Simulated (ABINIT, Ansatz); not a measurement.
## Al3W (Pm-3m): zone-centre phonons

Which modes does Al3W (Pm-3m) have at the zone centre?

Method: DFT PBEsol, scalar-relativistic, plane waves, PseudoDojo norm-conserving pseudopotentials, in ABINIT 10.8.3.

The structure was built from a prototype and need not be the compound's stable phase.

### Step 1. The structure

It takes space group Pm-3m (No. 221, cubic). Conventional cell: a = 3.912 Å, b = 3.912 Å, c = 3.912 Å, α = 90.00°, β = 90.00°, γ = 90.00°. Nearest to W lie 12 Al at 2.77 Å. Nearest to Al lie 8 Al at 2.77 Å and 4 W at 2.77 Å. Farther neighbours are not listed.

Structure file:

```cif
data_structure
_symmetry_space_group_name_H-M 'P 1'
_symmetry_Int_Tables_number 1
_cell_length_a 3.9118
_cell_length_b 3.9118
_cell_length_c 3.9118
_cell_angle_alpha 90.000
_cell_angle_beta 90.000
_cell_angle_gamma 90.000
_cell_volume 59.86
loop_
_atom_site_label
_atom_site_type_symbol
_atom_site_fract_x
_atom_site_fract_y
_atom_site_fract_z
_atom_site_occupancy
W1 W 0.00000 0.00000 0.00000 1
Al2 Al 0.00000 0.50000 0.50000 1
Al3 Al 0.50000 0.00000 0.50000 1
Al4 Al 0.50000 0.50000 0.00000 1
```

### Step 2. Relaxation

The harmonic expansion needs vanishing forces, and a free crystal bears no stress, so cell and atoms are brought to rest. Stress is more sensitive to the basis than forces are: the last 3 Ha under the cutoff are smoothed with ecutsm, and the cutoff is raised above that of the later runs.

The starting cell comes from a relaxation made beforehand in Ansatz (PBEsol, PseudoDojo NC).

relax.abi

```
# relaxation
ionmov 2
optcell 2
dilatmx 1.08
ntime 40
tolmxf 1.0d-05
tolvrs 1.0d-14
prtwf 0
prtden 0
chksymtnons 0

# basis, mesh and filling
ecut 39.0
ecutsm 3.0
ngkpt 8 8 8
nshiftk 1
shiftk 0.0 0.0 0.0
istwfk *1
occopt 7
tsmear 0.01
nband 18
nstep 100
diemac 1000000.0
prtebands 0
prtgsr 0
useylm 1

# cell and atoms
acell 7.392185379 7.392185379 7.392185379
rprim 
    1.0 0.0 0.0
    0.0 1.0 0.0
    0.0 0.0 1.0
ntypat 2
znucl 74 13
natom 4
typat 1 2 2 2
xred 
    0.0 0.0 0.0
    0.0 0.5 0.5
    0.5 0.0 0.5
    0.5 0.5 0.0
pp_dirpath "./pseudo"
pseudos "W.upf, Al.upf"
```

Command:

```bash
> OMP_NUM_THREADS=1 mpirun -n 4 abinit relax.abi > relax.log
```

Numbers of over 12 decimals in the logs are rounded to 6 here.

relax.abo, the main output file:

```text
[banners, grids, parts of the stress and lines that vanish by symmetry left out]
- input  file    -> relax.abi
- output file    -> relax.abo
- root for input  files -> relaxi
[...]
Symmetries : space group Pm -3 m (#221); Bravais cP (primitive cubic)
[...]
mpw =        5948          nfft =      110592          nkpt =          35
[...]
== DATASET  1 ==================================================================
[...]
cutoff_energies: {ecut:  39.0, pawecutdg:  -1.0, }
[...]
ETOT  1  -82.738216846477    -8.274E+01 1.171E-01 2.773E+01
 ETOT  2  -82.779593614769    -4.138E-02 2.031E-02 4.080E+01
 ETOT  3  -82.783160831640    -3.567E-03 4.218E-02 6.951E+00
 ETOT  4  -82.783973698272    -8.129E-04 5.815E-03 2.336E-02
 ETOT  5  -82.783976604935    -2.907E-06 9.216E-03 1.441E-04
[...]
At SCF step   10       vres2   =  1.71E-16 < tolvrs=  1.00E-14 =>converged.
[...]
sigma(1 1)= -4.84336341E-06  sigma(3 2)=  0.00000000E+00
  sigma(2 2)= -4.84336341E-06  sigma(3 1)=  0.00000000E+00
  sigma(3 3)= -4.84336341E-06  sigma(2 1)=  0.00000000E+00
[...]
convergence: {deltae:  3.311E-12, res2:  1.712E-16, residm:  6.858E-04, diffor: null, }
etotal    :  -8.27839766E+01
[...]
ETOT  1  -82.783943566035    -8.278E+01 3.802E-04 3.109E-01
[...]
At SCF step    8       vres2   =  2.65E-16 < tolvrs=  1.00E-14 =>converged.
[...]
sigma(1 1)= -2.64914706E-06  sigma(3 2)=  0.00000000E+00
  sigma(2 2)= -2.64914706E-06  sigma(3 1)=  0.00000000E+00
  sigma(3 3)= -2.64914706E-06  sigma(2 1)=  0.00000000E+00
[...]
convergence: {deltae:  1.805E-12, res2:  2.650E-16, residm:  4.368E-05, diffor: null, }
etotal    :  -8.27839773E+01
[...]
ETOT  1  -82.783928300559    -8.278E+01 3.088E-05 4.541E-01
[...]
ETOT  7  -82.783977565554    -3.752E-12 4.325E-05 9.806E-14
 ETOT  8  -82.783977565553     1.123E-12 2.073E-05 5.905E-16
 At SCF step    8       vres2   =  5.90E-16 < tolvrs=  1.00E-14 =>converged.
[...]
sigma(1 1)= -3.03879816E-09  sigma(3 2)=  0.00000000E+00
  sigma(2 2)= -3.03879816E-09  sigma(3 1)=  0.00000000E+00
  sigma(3 3)= -3.03879816E-09  sigma(2 1)=  0.00000000E+00
[...]
convergence: {deltae:  1.123E-12, res2:  5.905E-16, residm:  2.073E-05, diffor: null, }
etotal    :  -8.27839776E+01
[...]
At Broyd/MD step   3, gradients are converged :
[...]
sigma(1 1)= -3.03879816E-09  sigma(3 2)=  0.00000000E+00
  sigma(2 2)= -3.03879816E-09  sigma(3 1)=  0.00000000E+00
  sigma(3 3)= -3.03879816E-09  sigma(2 1)=  0.00000000E+00
[...]
- sigma(1 1)= -8.94045285E-05  sigma(3 2)=  0.00000000E+00
- sigma(2 2)= -8.94045285E-05  sigma(3 1)=  0.00000000E+00
- sigma(3 3)= -8.94045285E-05  sigma(2 1)=  0.00000000E+00
[...]
fcart     -0.0000000000E+00 -0.0000000000E+00 -0.0000000000E+00
           strten     -3.0387981569E-09 -3.0387981580E-09 -3.0387981582E-09
================================================================================

[key lines of the parts left out:]
pressure_GPa:   8.9405E-05
Total energy (etotal) [Ha]= -8.27839775655532E+01
```

Run time: 1.9 min. Hardware: 4 MPI ranks of Intel Xeon at 2.70GHz, shared host; 7.4 min of CPU time.

Little changed from the start: no atom moved by 0.005 Å and no cell edge by 0.1 %.

This step gave:

```yaml
volume_per_atom: 14.98 Å³
pressure: 8.94e-5 GPa
gap_on_the_k_mesh: 0 eV
```

### Step 3. Ground state

First-order wavefunctions inherit every error of the ground state, hence the very tight tolvrs. Occupations are smeared.

gs.abi

```
# ground state
tolvrs 1.0d-16
prtden 1
prtwf 1

# basis, mesh and filling
ecut 31.0
ngkpt 8 8 8
nshiftk 1
shiftk 0.0 0.0 0.0
istwfk *1
occopt 7
tsmear 0.01
nband 18
nstep 100
diemac 1000000.0
prtebands 0
prtgsr 0
useylm 1

# cell and atoms
acell 7.394557503 7.394557503 7.394557503
rprim 
    1.0 0.0 0.0
    0.0 1.0 0.0
    0.0 0.0 1.0
ntypat 2
znucl 74 13
natom 4
typat 1 2 2 2
xred 
    0.0 0.0 0.0
    0.0 0.5 0.5
    0.5 0.0 0.5
    0.5 0.5 0.0
pp_dirpath "./pseudo"
pseudos "W.upf, Al.upf"
```

Command:

```bash
> OMP_NUM_THREADS=1 mpirun -n 4 abinit gs.abi > gs.log
```

gs.abo, the main output file:

```text
[banners, grids, parts of the stress and lines that vanish by symmetry left out]
- input  file    -> gs.abi
- output file    -> gs.abo
- root for input  files -> gsi
[...]
Symmetries : space group Pm -3 m (#221); Bravais cP (primitive cubic)
[...]
mpw =        3362          nfft =       64000          nkpt =          35
[...]
== DATASET  1 ==================================================================
[...]
cutoff_energies: {ecut:  31.0, pawecutdg:  -1.0, }
[...]
ETOT  1  -82.739197633830    -8.274E+01 9.153E-02 1.659E+01
 ETOT  2  -82.779313800790    -4.012E-02 1.495E-02 2.432E+01
 ETOT  3  -82.783026122447    -3.712E-03 1.603E-02 4.236E+00
 ETOT  4  -82.783877063546    -8.509E-04 3.687E-03 6.633E-03
 ETOT  5  -82.783878509530    -1.446E-06 8.816E-03 3.982E-05
[...]
ETOT 10  -82.783878517056     6.608E-12 1.938E-04 3.277E-15
 ETOT 11  -82.783878517061    -4.675E-12 1.351E-04 5.082E-17
 At SCF step   11       vres2   =  5.08E-17 < tolvrs=  1.00E-16 =>converged.
[...]
sigma(1 1)=  1.81543603E-06  sigma(3 2)=  0.00000000E+00
  sigma(2 2)=  1.81543603E-06  sigma(3 1)=  0.00000000E+00
  sigma(3 3)=  1.81543603E-06  sigma(2 1)=  0.00000000E+00
[...]
convergence: {deltae: -4.675E-12, res2:  5.082E-17, residm:  1.351E-04, diffor: null, }
etotal    :  -8.27838785E+01
[...]
sigma(1 1)=  1.81543603E-06  sigma(3 2)=  0.00000000E+00
  sigma(2 2)=  1.81543603E-06  sigma(3 1)=  0.00000000E+00
  sigma(3 3)=  1.81543603E-06  sigma(2 1)=  0.00000000E+00
[...]
- sigma(1 1)=  5.34119721E-02  sigma(3 2)=  0.00000000E+00
- sigma(2 2)=  5.34119721E-02  sigma(3 1)=  0.00000000E+00
- sigma(3 3)=  5.34119721E-02  sigma(2 1)=  0.00000000E+00
[...]
fcart     -0.0000000000E+00 -0.0000000000E+00 -0.0000000000E+00
           strten      1.8154360312E-06  1.8154360312E-06  1.8154360312E-06
================================================================================

[key lines of the parts left out:]
pressure_GPa:  -5.3412E-02
```

Run time: 28 s. Hardware: 4 MPI ranks.

This step gave:

* pressure: -0.05341 GPa

The cell stands at -0.053 GPa, close enough for phonons.

### Step 4. Linear response at Γ

At q = 0 one unit cell holds all displacements. The response is solved for single atoms along the cell's directions, and symmetry skips those that follow from others. The crystal is treated as a metal, which screens a static field, so no field response is asked.

dfpt_gamma.abi

```

# common to the responses
getwfk_filepath "gso_WFK"
kptopt 2
nqpt 1
qpt 0.0 0.0 0.0
asr 0
chneut 0

# displacements
rfphon 1
rfatpol 1 4
rfdir 1 1 1
tolvrs 1.0d-10
prtwf 0

# basis, mesh and filling
ecut 31.0
ngkpt 8 8 8
nshiftk 1
shiftk 0.0 0.0 0.0
istwfk *1
occopt 7
tsmear 0.01
nband 18
nstep 100
diemac 1000000.0
prtebands 0
prtgsr 0
useylm 1

# cell and atoms
acell 7.394557503 7.394557503 7.394557503
rprim 
    1.0 0.0 0.0
    0.0 1.0 0.0
    0.0 0.0 1.0
ntypat 2
znucl 74 13
natom 4
typat 1 2 2 2
xred 
    0.0 0.0 0.0
    0.0 0.5 0.5
    0.5 0.0 0.5
    0.5 0.5 0.0
pp_dirpath "./pseudo"
pseudos "W.upf, Al.upf"
```

Command:

```bash
> OMP_NUM_THREADS=1 mpirun -n 4 abinit dfpt_gamma.abi > dfpt_gamma.log
```

dfpt_gamma.abo, the main output file:

```text
[banners, grids, parts of the stress and lines that vanish by symmetry left out]
- input  file    -> dfpt_gamma.abi
- output file    -> dfpt_gamma.abo
- root for input  files -> dfpt_gammai
- root for output files -> dfpt_gammao

 Symmetries : space group Pm -3 m (#221); Bravais cP (primitive cubic)
================================================================================
 Values of the parameters that define the memory need of the present run (RF).
     intxc =       0      iscf =       7    lmnmax =      32     lnmax =       8
     mgfft =      40  mpssoang =       4    mqgrid =    3001     natom =       4
  nloc_mem =       1    nspden =       1   nspinor =       1    nsppol =       1
      nsym =      48    n1xccc =    2501    ntypat =       2    occopt =       7
   xclevel =       2
-    mband =          18        mffmem =           1         mkmem =          65
-   mkqmem =          65        mk1mem =          65           mpw =        3362
      nfft =       64000          nkpt =         260
- my_mband =          18
================================================================================
================================================================================

--------------------------------------------------------------------------------
------------- Echo of variables that govern the present computation ------------
--------------------------------------------------------------------------------
-
- outvars: echo of selected default values
-   iomode0 =  0 , fftalg0 =312 , wfoptalg0 =  0
-
- outvars: echo of global parameters not present in the input file
-  max_nthreads =    1
-
 -outvars: echo values of preprocessed input variables
 [... echo left out ...]
================================================================================

 chkinp: Checking input parameters for consistency.

[...]
== DATASET  1 ==================================================================
-   mpi_nproc: 4, omp_nthreads: 1 (-1 if OMP is not activated)

--- !DatasetInfo
iteration_state: {dtset: 1, }
dimensions: {natom: 4, nkpt: 260, mband: 18, nsppol: 1, nspinor: 1, nspden: 1, mpw: 3362, }
cutoff_energies: {ecut:  31.0, pawecutdg:  -1.0, }
electrons: {nelect:   2.30000000E+01, charge:   0.00000000E+00, occopt:   7.00000000E+00, tsmear:   1.00000000E-02, }
meta: {optdriver: 1, rfphon: 1, }
...

 mkfilename: getwfk from: gso_WFK

 Real(R)+Recip(G) space primitive vectors, cartesian coordinates (Bohr,Bohr^-1):
 R(1)=  7.3945575  0.0000000  0.0000000  G(1)=  0.1352346  0.0000000  0.0000000
 R(2)=  0.0000000  7.3945575  0.0000000  G(2)=  0.0000000  0.1352346  0.0000000
 R(3)=  0.0000000  0.0000000  7.3945575  G(3)=  0.0000000  0.0000000  0.1352346
 Unit cell volume ucvol=  4.0433056E+02 bohr^3
 Angles (23,13,12)=  9.00000000E+01  9.00000000E+01  9.00000000E+01 degrees
 setup1 : take into account q-point for computing boxcut.

 getcut: wavevector=  0.0000  0.0000  0.0000  ngfft=  40  40  40
         ecut(hartree)=     31.000   => boxcut(ratio)=   2.15825

--- Pseudopotential description ------------------------------------------------
- pspini: atom type   1  psp file is ./pseudo/W.upf

- pspini: atom type   2  psp file is ./pseudo/Al.upf

   3.12085820E+02                                ecore*ucvol(ha*bohr**3)
--------------------------------------------------------------------------------

 ==>  initialize data related to q vector <==

 The list of irreducible perturbations for this q vector is:
    1)    idir= 1    ipert=   1
    2)    idir= 1    ipert=   2
    3)    idir= 2    ipert=   2

[...]
The perturbation idir=   2  ipert=   1 is
 symmetric of a previously calculated perturbation.
 So, its SCF calculation is not needed.

 The perturbation idir=   3  ipert=   1 is
 symmetric of a previously calculated perturbation.
 So, its SCF calculation is not needed.

 The perturbation idir=   3  ipert=   2 is
 symmetric of a previously calculated perturbation.
 So, its SCF calculation is not needed.

 The perturbation idir=   1  ipert=   3 is
 symmetric of a previously calculated perturbation.
 So, its SCF calculation is not needed.

[...]
The perturbation idir=   2  ipert=   4 is
 symmetric of a previously calculated perturbation.
 So, its SCF calculation is not needed.

 The perturbation idir=   3  ipert=   4 is
 symmetric of a previously calculated perturbation.
 So, its SCF calculation is not needed.

--------------------------------------------------------------------------------
 Perturbation wavevector (in red.coord.)   0.000000  0.000000  0.000000
 Perturbation : displacement of atom   1   along direction   1
 Found     8 symmetries that leave the perturbation invariant.

[...]
dfpt_looppert : total number of electrons, from k and k+q
  fully or partially occupied states are    2.300000E+01 and    2.300000E+01.
 Initialisation of the first-order wave-functions :
  ireadwf=   0

--- !BeginCycle
iteration_state: {dtset: 1, }
solver: {iscf: 7, nstep: 100, nline: 4, wfoptalg: 0, }
tolerances: {tolvrs: 1.00E-10, }
...

     iter   2DEtotal(Ha)        deltaE(Ha) residm    vres2
-ETOT  1   9.448572     -3.046E+03 1.176E+01 1.069E+04
 ETOT  2   4.882705     -4.566E+00 1.054E+01 4.412E+02
 ETOT  3   4.740693     -1.420E-01 1.087E-01 4.892E+00
 ETOT  4   4.738513     -2.181E-03 2.220E+00 1.897E-02
 ETOT  5   4.738500     -1.284E-05 5.594E-02 2.172E-04
[...]
At SCF step   10       vres2   =  7.23E-12 < tolvrs=  1.00E-10 =>converged.
[...]
Mean square residual over all n,k,spin=   28.881E-06; max=  22.125E-03

 Thirteen components of 2nd-order total energy (hartree) are
 1,2,3: 0th-order hamiltonian combined with 1st-order wavefunctions
     kin0=   2.17797464E+03 eigvalue=   2.48394759E+02  local=  -1.91684109E+03
 4,5,6: 1st-order hamiltonian combined with 1st and 0th-order wfs
 loc psp =  -4.25665604E+03  Hartree=   1.07596653E+03     xc=  -1.78528534E+02
 note that "loc psp" includes a xc core correction that could be resolved
 7,8,9: eventually, occupation + non-local contributions
    edocc=   2.97331373E+02     enl0=   1.34687758E+03   enl1=  -1.84569449E+03
 1-9 gives the relaxation energy (to be shifted if some occ is /=2.0)
   erelax=  -3.05117527E+03
 10,11,12 Non-relaxation  contributions : frozen-wavefunctions and Ewald
 fr.local=   2.01043301E+03 fr.nonlo=   9.18860169E+02  Ewald=   7.13751385E+01
 13,14 Frozen wf xc core corrections (1) and (2)
 frxc 1  =  -3.06500814E+02  frxc 2 =   3.61746265E+02
 Resulting in :
 2DEtotal=    0.4738499766E+01 Ha. Also 2DEtotal=    0.128941147361E+03 eV
    (2DErelax=   -3.0511752657E+03 Ha. 2DEnonrelax=    3.0559137654E+03 Ha)
    (  non-var. 2DEtotal :    4.7385016967E+00 Ha)

[...]
Perturbation wavevector (in red.coord.)   0.000000  0.000000  0.000000
 Perturbation : displacement of atom   2   along direction   1
 Found     8 symmetries that leave the perturbation invariant.

[...]
dfpt_looppert : total number of electrons, from k and k+q
  fully or partially occupied states are    2.300000E+01 and    2.300000E+01.
 Initialisation of the first-order wave-functions :
  ireadwf=   0

--- !BeginCycle
iteration_state: {dtset: 1, }
solver: {iscf: 7, nstep: 100, nline: 4, wfoptalg: 0, }
tolerances: {tolvrs: 1.00E-10, }
...

     iter   2DEtotal(Ha)        deltaE(Ha) residm    vres2
-ETOT  1   4.826568     -3.235E+01 5.927E-01 2.614E+03
[...]
At SCF step    9       vres2   =  1.41E-11 < tolvrs=  1.00E-10 =>converged.
[...]
Mean square residual over all n,k,spin=   11.345E-06; max=  12.868E-03

 Thirteen components of 2nd-order total energy (hartree) are
 1,2,3: 0th-order hamiltonian combined with 1st-order wavefunctions
     kin0=   2.68463870E+01 eigvalue=  -3.79401486E+00  local=  -1.53200390E+01
 4,5,6: 1st-order hamiltonian combined with 1st and 0th-order wfs
 loc psp =  -1.02738563E+01  Hartree=   7.32784331E+00     xc=  -2.19648103E+00
 note that "loc psp" includes a xc core correction that could be resolved
 7,8,9: eventually, occupation + non-local contributions
    edocc=   2.78561162E+00     enl0=   1.73900868E+01   enl1=  -5.58049313E+01
 1-9 gives the relaxation energy (to be shifted if some occ is /=2.0)
   erelax=  -3.30393938E+01
 10,11,12 Non-relaxation  contributions : frozen-wavefunctions and Ewald
 fr.local=   6.65128287E+00 fr.nonlo=   3.61966774E+01  Ewald=  -4.69368477E+00
 13,14 Frozen wf xc core corrections (1) and (2)
 frxc 1  =  -4.42931078E+00  frxc 2 =   3.44791213E+00
 Resulting in :
 2DEtotal=    0.4133482994E+01 Ha. Also 2DEtotal=    0.112477802285E+03 eV
    (2DErelax=   -3.3039393824E+01 Ha. 2DEnonrelax=    3.7172876818E+01 Ha)
    (  non-var. 2DEtotal :    4.1334830118E+00 Ha)

[...]
Perturbation wavevector (in red.coord.)   0.000000  0.000000  0.000000
 Perturbation : displacement of atom   2   along direction   2
 Found     4 symmetries that leave the perturbation invariant.

--------------------------------------------------------------------------------

--------------------------------------------------------------------------------

 dfpt_looppert : total number of electrons, from k and k+q
  fully or partially occupied states are    2.300000E+01 and    2.300000E+01.
 Initialisation of the first-order wave-functions :
  ireadwf=   0

--- !BeginCycle
iteration_state: {dtset: 1, }
solver: {iscf: 7, nstep: 100, nline: 4, wfoptalg: 0, }
tolerances: {tolvrs: 1.00E-10, }
...

     iter   2DEtotal(Ha)        deltaE(Ha) residm    vres2
-ETOT  1   5.679615     -3.478E+01 6.428E-01 5.160E+03
[...]
ETOT  8   4.220225     -9.982E-11 8.014E-02 5.054E-10
 ETOT  9   4.220225     -5.542E-13 2.149E-02 4.352E-11

 At SCF step    9       vres2   =  4.35E-11 < tolvrs=  1.00E-10 =>converged.
[...]
Mean square residual over all n,k,spin=   15.265E-06; max=  21.495E-03

 Thirteen components of 2nd-order total energy (hartree) are
 1,2,3: 0th-order hamiltonian combined with 1st-order wavefunctions
     kin0=   2.93475562E+01 eigvalue=  -4.15051002E+00  local=  -1.73236947E+01
 4,5,6: 1st-order hamiltonian combined with 1st and 0th-order wfs
 loc psp =  -8.03285765E+00  Hartree=   8.35457612E+00     xc=  -2.38752108E+00
 note that "loc psp" includes a xc core correction that could be resolved
 7,8,9: eventually, occupation + non-local contributions
    edocc=   2.76802521E+00     enl0=   1.96266111E+01   enl1=  -6.44372279E+01
 1-9 gives the relaxation energy (to be shifted if some occ is /=2.0)
   erelax=  -3.62350428E+01
 10,11,12 Non-relaxation  contributions : frozen-wavefunctions and Ewald
 fr.local=  -5.53264156E+01 fr.nonlo=   4.37950515E+01  Ewald=   5.33290842E+01
 13,14 Frozen wf xc core corrections (1) and (2)
 frxc 1  =  -4.34003521E+00  frxc 2 =   2.99758270E+00
 Resulting in :
 2DEtotal=    0.4220224803E+01 Ha. Also 2DEtotal=    0.114838167172E+03 eV
    (2DErelax=   -3.6235042761E+01 Ha. 2DEnonrelax=    4.0455267565E+01 Ha)
    (  non-var. 2DEtotal :    4.2202247957E+00 Ha)

[...]
---- first-order wavefunction calculations are completed ----

 ==> Compute Derivative Database <==

 [... matrices left out ...]
  Phonon wavevector (reduced coordinates) :  0.00000  0.00000  0.00000
 Phonon energies in Hartree :
   1.800850E-05  1.800850E-05  1.800850E-05  8.662538E-04  8.662538E-04
   8.662538E-04  1.264789E-03  1.264789E-03  1.264789E-03  1.607352E-03
   1.607352E-03  1.607352E-03
 Phonon frequencies in cm-1    :
-  3.952409E+00  3.952409E+00  3.952409E+00  1.901207E+02  1.901207E+02
-  1.901207E+02  2.775892E+02  2.775892E+02  2.775892E+02  3.527729E+02
-  3.527729E+02  3.527729E+02

== END DATASET(S) ==============================================================
================================================================================

 -outvars: echo values of variables after computation
            acell      7.3945575030E+00  7.3945575030E+00  7.3945575030E+00 Bohr
           etotal      4.2202248035E+00
            fcart      0.0000000000E+00  0.0000000000E+00  0.0000000000E+00
           strten      0.0000000000E+00  0.0000000000E+00  0.0000000000E+00
================================================================================
```

Wall time 3 min (4 MPI ranks); 12 min of CPU time.

Numbers from this step:

| Quantity | Value |
| --- | --- |
| largest acoustic frequency at the zone centre before the sum rule | 3.95 cm⁻¹ |
| highest optical zone-centre mode (no LO-TO term) | 352.8 cm⁻¹ |
| lowest optical zone-centre mode | 190.1 cm⁻¹ |

The acoustic modes at Γ come out as far as 4.0 cm⁻¹ from zero, where they should vanish, a small numerical error.

(Continued in part 2 of 3.)

[Host names and launcher messages were left out of these logs when they were recorded.]

[Logs are printed without paths, hosts, clocks, repeated set-up lines and the standing remarks that a program may print on its own settings, such as how far it seeks lower states.]

[Hosts, paths, dates, database ids (printed as entryN), source tags and the programs' standing remarks are cut or masked in the printed files.]
